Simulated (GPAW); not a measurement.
Entries from a set of simulations; values are calculated unless marked as measured.

**SnF4 (I4/mmm): G0W0 with GPAW, start to end**

It takes space group I4/mmm (No. 139, tetragonal). The conventional cell has a = 4.050 Å, b = 4.050 Å, c = 7.930 Å, α = 90.00°, β = 90.00°, γ = 90.00°. Nearest to Sn lie 6 F at 1.88 to 2.03 Å. Nearest to F lie 1 Sn at 1.88 Å. F has 2 Sn at 2.03 Å nearest. Farther neighbours and most contacts between anions are not listed.

```
Sn F
1.0
    -2.02500    2.02500    3.96500
     2.02500   -2.02500    3.96500
     2.02500    2.02500   -3.96500
Sn F
1 4
Cartesian
  0.0000 0.0000 0.0000
  0.0000 0.0000 1.8794
  0.0000 0.0000 6.0506
  0.0000 2.0250 0.0000
  2.0250 0.0000 0.0000
```

```
method               : DFT, LDA, plane waves, PAW (and 1 further level or step)
program              : GPAW 26.7.0
settings of one run  : cutoff 600 eV, GPAW PAW setups 1.2.1 data release, 4×4×4 k-mesh, nbands 87
cost                 : 3 runs, 88 s in all on 4 MPI ranks of Arm Neoverse V2, shared host (the runs of this entry)
notes                : The cell and positions come from the Crystallography Open Database and are kept as given unless a step says otherwise. Limits: no spin-orbit coupling. Bands and cutoff are finite, so the gap is not at the basis limit. The miss can reach some tenths of an eV and take either sign; the mesh is an error of its own.
LDA gap              : 3.32 eV, indirect
G0W0 gap on the mesh : 7.40 eV
GW settings          : 4×4×4 mesh, 77 bands, screening to 65 eV, Godby-Needs plasmon pole
known limits         : not at the basis limit; no spin-orbit coupling
```

G0W0 moves the gap on the mesh from 3.32 eV to 7.40 eV (+4.07 eV), with Z of 0.80 and 0.86 at the edges. Only 2 of the mesh's irreducible points were corrected, so a valley elsewhere could overtake.

[Paths, hosts, dates, memory and timing lines, banners, echoed tables and standing remarks are left out of the program output.]

[Logs are printed without paths, hosts, clocks, repeated set-up lines and the standing remarks that a program may print on its own settings, such as how far it seeks lower states.]

[Runs of the session that timed out or met a known fault of the program may be left out.]

[Hosts, paths, dates, database ids (printed as entryN), source tags and the programs' standing remarks are cut or masked in the printed files.]
